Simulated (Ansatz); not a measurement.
# Structural relaxation of random rock-salt alloy of NbC and TiC (64 atoms)

Wanted: the relaxed structure of random rock-salt alloy of NbC and TiC (64 atoms) and its electronic structure.

Method: Kohn-Sham DFT, LDA, PAW (set soft_2), plane waves, in Ansatz 0.2.0.

### 1. Starting point

The cell holds 64 atoms: 20 Ti, 32 C and 12 Nb. Its edges and angles: a = 8.762 Å, b = 8.762 Å, c = 8.762 Å, α = 90.0°, β = 90.0°, γ = 90.0°. It derives from NbC (rock-salt) and TiC, repeated 2×2×2. Rock-salt NbC, 2 x 2 x 2 conventional cells, 20 of 32 Nb sites given to Ti at random (x = 0.625), lattice by Vegard's rule (a = 4.381 Å); not relaxed, displaced by a Gaussian of 0.02 Å.

Limits known from the start: The host structure and its lattice constant were typed by rule, without a check against the phase diagram.

### 2. Cell and atoms relaxed

The cell is relaxed with the atoms, since the starting lattice needn't suit this functional.

Input file input.yaml:

```yaml
crystal:
  lattice:
    - [8.7624, 0.0, 0.0]
    - [0.0, 8.7624, 0.0]
    - [0.0, 0.0, 8.7624]
  atoms:
    - { symbol: Ti, position: [0.00201, 0.99924, 0.00136] }
    - { symbol: C, position: [0.25232, 0.00286, 0.99899] }
    - { symbol: Nb, position: [0.99947, 0.25153, 0.25091] }
    - { symbol: C, position: [0.25249, 0.25116, 0.25304] }
    [... 54 atom lines left out ...]
    - { symbol: Ti, position: [0.49667, 0.74876, 0.75088] }
    - { symbol: C, position: [0.75348, 0.74982, 0.75157] }
    - { symbol: Ti, position: [0.75099, 0.49883, 0.75094] }
    - { symbol: C, position: [0.50069, 0.50038, 0.74899] }
    - { symbol: Ti, position: [0.74997, 0.75801, 0.49974] }
    - { symbol: C, position: [0.50022, 0.74923, 0.50382] }
kpoints:
  mp_grid: { grid: [2, 2, 2] }
hamiltonian:
  xc: lda
scf:
  occupations: { method: gaussian, width: 0.025 }
output:
  forces: true
relax:
  f_tol: 0.03
  max_steps: 43
  cell: {}
```

Launch:

```bash
$ ansatz run input.yaml --threads 4 --pin off --max-ram 8192MiB --backend cpu --events-out ev --progress --plain --runs-dir out
```

Elapsed: 16 min, on 4 threads of Arm Neoverse N1, shared host; peak memory 5 GiB.

Relaxation path:

| step | energy less that of the first step (eV) | largest force component (eV/Å) | pressure (GPa) | volume (Å³) |
| --- | --- | --- | --- | --- |
| 1 | 0.0000 | 1.1275 | -9.16 | 672.77 |
| 2 | -1.2751 | 0.6801 | 1.54 | 646.72 |
| 3 | -1.5575 | 0.2185 | -0.21 | 649.71 |
| 4 | -1.5841 | 0.1730 | 0.03 | 649.48 |
| 5 | -1.5970 | 0.1149 | -0.02 | 649.55 |
| 6 | -1.5998 | 0.1152 | 0.02 | 649.44 |
| 7 | -1.6034 | 0.0403 | 0.04 | 649.42 |
| 8 | -1.6037 | 0.0521 | 0.01 | 649.48 |
| 9 | -1.6045 | 0.0170 | -0.03 | 649.56 |
| 10 | -1.5592 | 0.0170 | -0.13 | 649.56 |
| 11 | -1.5606 | 0.0154 | 0.14 | 648.98 |
| 12 | -1.5602 | 0.0166 | 0.00 | 649.29 |
| 13 | -1.5601 | 0.0166 | 0.00 | 649.29 |

| cell as run | before | after | change |
| --- | --- | --- | --- |
| a (Å) | 8.762 | 8.659 | -1.2 % |
| b (Å) | 8.762 | 8.661 | -1.2 % |
| c (Å) | 8.762 | 8.658 | -1.2 % |
| β (°) | 90.00 | 89.99 | -0.0 % |
| volume (Å³/atom) | 10.51 | 10.15 | -3.5 % |

The atoms that moved most (Å, as changes of fractional coordinates times the final cell):

| atom | dx | dy | dz | length |
| --- | --- | --- | --- | --- |
| C44 | 0.080 | 0.023 | -0.038 | 0.092 |
| C56 | 0.053 | 0.045 | -0.023 | 0.073 |
| Ti63 | -0.015 | -0.062 | 0.027 | 0.069 |
| C24 | -0.045 | 0.043 | -0.021 | 0.066 |
| C64 | 0.035 | 0.041 | -0.037 | 0.065 |
| C48 | 0.036 | -0.052 | -0.013 | 0.065 |
| Nb25 | -0.045 | 0.031 | 0.026 | 0.060 |
| Ti53 | -0.052 | 0.015 | -0.026 | 0.060 |

The relaxation changed the energy by -24.4 meV/atom, and atoms moved by 0.044 Å r.m.s., 0.092 Å at most.

### 3. Distances and neighbours after relaxation

Density 6.28 g/cm³, 10.15 Å³ an atom.

Pair distribution functions g(r), in bins of 0.2 Å:

| r (Å) | total | C-C | C-Ti | C-Nb | Ti-Ti | Ti-Nb | Nb-Nb |
| --- | --- | --- | --- | --- | --- | --- | --- |
| 2.10 | 4.82 | 0.00 | 10.25 | 8.55 | 0.00 | 0.00 | 0.00 |
| 2.30 | 0.36 | 0.00 | 0.16 | 1.63 | 0.00 | 0.00 | 0.00 |
| 2.50 | 0.00 | 0.00 | 0.00 | 0.00 | 0.00 | 0.00 | 0.00 |
| 2.70 | 0.00 | 0.00 | 0.00 | 0.00 | 0.00 | 0.00 | 0.00 |
| 2.90 | 0.03 | 0.11 | 0.00 | 0.00 | 0.00 | 0.00 | 0.00 |
| 3.10 | 5.14 | 10.23 | 0.00 | 0.00 | 9.71 | 11.45 | 8.35 |
| 3.30 | 0.00 | 0.00 | 0.00 | 0.00 | 0.00 | 0.00 | 0.00 |
| 3.50 | 0.00 | 0.00 | 0.00 | 0.00 | 0.00 | 0.00 | 0.00 |
| 3.70 | 2.23 | 0.00 | 4.36 | 4.62 | 0.00 | 0.00 | 0.00 |
| 3.90 | 0.07 | 0.00 | 0.22 | 0.00 | 0.00 | 0.00 | 0.00 |
| 4.10 | 0.00 | 0.00 | 0.00 | 0.00 | 0.00 | 0.00 | 0.00 |
| 4.30 | 1.29 | 2.59 | 0.00 | 0.00 | 2.42 | 2.76 | 2.30 |
| 4.50 | 0.01 | 0.00 | 0.00 | 0.00 | 0.07 | 0.00 | 0.00 |
| 4.70 | 0.24 | 0.00 | 0.69 | 0.12 | 0.00 | 0.00 | 0.00 |
| 4.90 | 3.90 | 0.00 | 7.57 | 8.14 | 0.00 | 0.00 | 0.00 |
| 5.10 | 0.00 | 0.00 | 0.00 | 0.00 | 0.00 | 0.00 | 0.00 |
| 5.30 | 3.45 | 6.89 | 0.00 | 0.00 | 7.26 | 6.28 | 7.90 |
| 5.50 | 0.00 | 0.00 | 0.00 | 0.00 | 0.00 | 0.00 | 0.00 |
| 5.70 | 0.00 | 0.00 | 0.00 | 0.00 | 0.00 | 0.00 | 0.00 |
| 5.90 | 0.00 | 0.00 | 0.00 | 0.00 | 0.00 | 0.00 | 0.00 |
| 6.10 | 1.28 | 2.56 | 0.00 | 0.00 | 2.31 | 2.99 | 1.92 |
| 6.30 | 0.01 | 0.03 | 0.00 | 0.00 | 0.03 | 0.00 | 0.00 |
| 6.50 | 2.87 | 0.00 | 5.73 | 5.75 | 0.00 | 0.00 | 0.00 |
| 6.70 | 0.03 | 0.06 | 0.00 | 0.00 | 0.00 | 0.12 | 0.00 |
| 6.90 | 2.04 | 4.08 | 0.00 | 0.00 | 3.85 | 4.48 | 3.38 |
| 7.10 | 1.54 | 0.00 | 3.11 | 3.02 | 0.00 | 0.00 | 0.00 |
| 7.30 | 0.34 | 0.00 | 0.65 | 0.73 | 0.00 | 0.00 | 0.00 |
| 7.50 | 0.57 | 1.15 | 0.00 | 0.00 | 1.10 | 1.23 | 1.02 |

Bonds by pair of elements; cutoffs follow the first minimum of g(r), held within bounds set by covalent radii, and pairs that aren't listed don't count as bonded:

| pair A-B | cutoff (Å) | bonds | mean length (Å) | spread (Å) | shortest (Å) | B about A | A about B |
| --- | --- | --- | --- | --- | --- | --- | --- |
| C-Ti | 2.76 | 120 | 2.15 | 0.022 | 2.11 | 3.75 | 6 |
| C-Nb | 2.81 | 72 | 2.18 | 0.02 | 2.13 | 2.25 | 6 |

How many atoms have how many bonded neighbours:

| element | mean | 6 |
| --- | --- | --- |
| C | 6 | 32 |
| Nb | 6 | 12 |
| Ti | 6 | 20 |

Bond angles (no mean is given where the spread exceeds 20°):

| angle | count | mean (°) | spread (°) |
| --- | --- | --- | --- |
| C-Ti-C | 300 | - | - |
| Nb-C-Ti | 248 | - | - |
| C-Nb-C | 180 | - | - |
| Ti-C-Ti | 176 | - | - |
| Nb-C-Nb | 56 | - | - |

With the cutoffs above, all C atoms have 6, all Nb atoms have 6 and all Ti atoms have 6 bonded neighbours.

### 4. Single point at the relaxed geometry

One more single point at the end of the walk gives the fuller output and checks the residual forces.

Input file input.yaml:

```yaml
crystal:
  lattice:
    - [8.65859, 0.00054, 0.00088]
    - [0.00054, 8.66103, -0.00072]
    - [0.00088, -0.00072, 8.65806]
  atoms:
    - { symbol: Ti, position: [0.00173, 0.99807, 0.99695] }
    - { symbol: C, position: [0.24993, 0.00306, 0.00022] }
    - { symbol: Nb, position: [0.00183, 0.2487, 0.24942] }
    - { symbol: C, position: [0.25218, 0.25207, 0.24802] }
    [... 54 atom lines left out ...]
    - { symbol: Ti, position: [0.50103, 0.75144, 0.75077] }
    - { symbol: C, position: [0.75067, 0.74734, 0.74889] }
    - { symbol: Ti, position: [0.74733, 0.50126, 0.75104] }
    - { symbol: C, position: [0.49945, 0.50321, 0.75264] }
    - { symbol: Ti, position: [0.74824, 0.75082, 0.50282] }
    - { symbol: C, position: [0.50424, 0.75395, 0.49952] }
kpoints:
  mp_grid: { grid: [2, 2, 2] }
hamiltonian:
  xc: lda
scf:
  occupations: { method: gaussian, width: 0.025 }
output:
  forces: true
  stress: true
  populations: intrinsic
  dos:
    method: { smearing: { sigma: 0.15 } }
    de: 0.1
    projected: { site_lists: { C: [C], Nb: [Nb], Ti: [Ti] } }
  eigenvalues: true
  write_density: true
  write_potential: true
  volumetric_format: npy
  elf: true
```

It took 2.7 min on 4 threads; peak memory 4.5 GiB.

Read from the output:

| Property | Result |
| --- | --- |
| free energy | -110146.3514 eV |
| free energy per atom | -1721.0367 eV/atom |
| SCF cycles | 8 |
| pressure | 0.0005054 GPa |
| r.m.s. force component | 0.00524 eV/Å |
| longest force | 0.01888 eV/Å |
| Fermi energy | 17.13 eV |
| levels partly filled by over 2 per cent | 6 |

Intrinsic-atomic-orbital charges by element:

| element | coordination | atoms | mean charge (e) | spread | least | most |
| --- | --- | --- | --- | --- | --- | --- |
| C | all | 32 | -0.709 | 0.0212 | -0.750 | -0.661 |
| Nb | all | 12 | 0.594 | 0.0164 | 0.566 | 0.624 |
| Ti | all | 20 | 0.779 | 0.0113 | 0.758 | 0.802 |

Charge against the make-up of the first shell:

| Ti neighbours of C | atoms | mean charge (e) |
| --- | --- | --- |
| 2 | 2 | -0.666 |
| 3 | 10 | -0.693 |
| 4 | 14 | -0.713 |
| 5 | 6 | -0.743 |

Density of states as counts of states in windows of 1 eV (from the Fermi level), total and the larger projections:

| from (eV) | to (eV) | total | C p | Ti d | Nb d | C s |
| --- | --- | --- | --- | --- | --- | --- |
| -14 | -13 | 0.2 | 0.0 | 0.0 | 0.0 | 0.1 |
| -13 | -12 | 4.5 | 0.1 | 0.0 | 0.0 | 1.7 |
| -12 | -11 | 15.7 | 0.3 | 1.0 | 2.3 | 7.8 |
| -11 | -10 | 34.0 | 0.6 | 4.1 | 4.6 | 20.6 |
| -10 | -9 | 9.6 | 0.1 | 1.0 | 0.4 | 7.1 |
| -9 | -8 | 0.0 | 0.0 | 0.0 | 0.0 | 0.0 |
| -8 | -7 | 0.8 | 0.4 | 0.1 | 0.2 | 0.0 |
| -7 | -6 | 9.7 | 4.3 | 1.4 | 2.3 | 0.4 |
| -6 | -5 | 28.1 | 13.8 | 3.9 | 6.6 | 0.7 |
| -5 | -4 | 44.2 | 23.6 | 7.0 | 10.3 | 0.8 |
| -4 | -3 | 65.4 | 31.7 | 18.9 | 12.0 | 0.8 |
| -3 | -2 | 35.7 | 17.6 | 12.9 | 3.9 | 0.4 |
| -2 | -1 | 9.9 | 5.3 | 2.7 | 1.7 | 0.0 |
| -1 | 0 | 8.7 | 3.0 | 3.1 | 2.5 | 0.0 |
| 0 | 1 | 32.1 | 8.6 | 14.7 | 7.5 | 0.5 |
| 1 | 2 | 37.3 | 4.9 | 24.0 | 7.4 | 0.4 |

The stored curve holds about 266 of the 524 electrons; the rest, give or take the few that broadening carries across the Fermi level, lie in deeper levels below its range.

The levels nearest the highest filled one (over half full), pooled over k-points and spins:

| level less the highest filled one (eV) | occupation |
| --- | --- |
| -0.0329 | 1.98 |
| -0.0327 | 1.98 |
| -0.0322 | 1.98 |
| -0.0145 | 1.78 |
| -0.0052 | 1.52 |
| 0 | 1.32 |
| 0.0101 | 0.88 |
| 0.0194 | 0.498 |
| 0.0395 | 0.069 |
| 0.0461 | 0.028 |
| 0.0637 | 0.001 |
| 0.0727 | 0 |

Mean intrinsic-atomic-orbital charges: C -0.71, Nb +0.59, Ti +0.78 e. The charge on C changes by -0.025 e for each Ti neighbour that takes the place of another kind, on average.

### 5. What came out

| Item | Value |
| --- | --- |
| energy change in the relaxation | -24.38 meV/atom |
| r.m.s. displacement | 0.044 Å |
| largest displacement | 0.092 Å |
| free energy per atom | -1721.0367 eV/atom |
| density | 6.283 g/cm³ |
| pressure | 0.0005054 GPa |
| r.m.s. force component | 0.00524 eV/Å |
| wall time of the 2 DFT runs | 19 min |

**Reading.** Relaxation lowers the energy by 24.4 meV/atom and moves atoms by 0.044 Å r.m.s. Displacements are taken in the final cell, so they leave out its strain. By the final cutoffs no bond was broken or made. The cell shrank by 3.5 % in volume. From the first step to the last the energy fell by 1.560 eV, and the largest move was 0.09 Å (C44). With the cutoffs above, all C atoms have 6, all Nb atoms have 6 and all Ti atoms have 6 bonded neighbours. 6 levels are partly filled, by over 2 % (on the run's k-points): no clear gap opens at this level.

[Logs are printed without paths, hosts, clocks, repeated set-up lines and the standing remarks that a program may print on its own settings, such as how far it seeks lower states.]

[Hosts, paths, dates, database ids (printed as entryN), source tags and the programs' standing remarks are cut or masked in the printed files.]
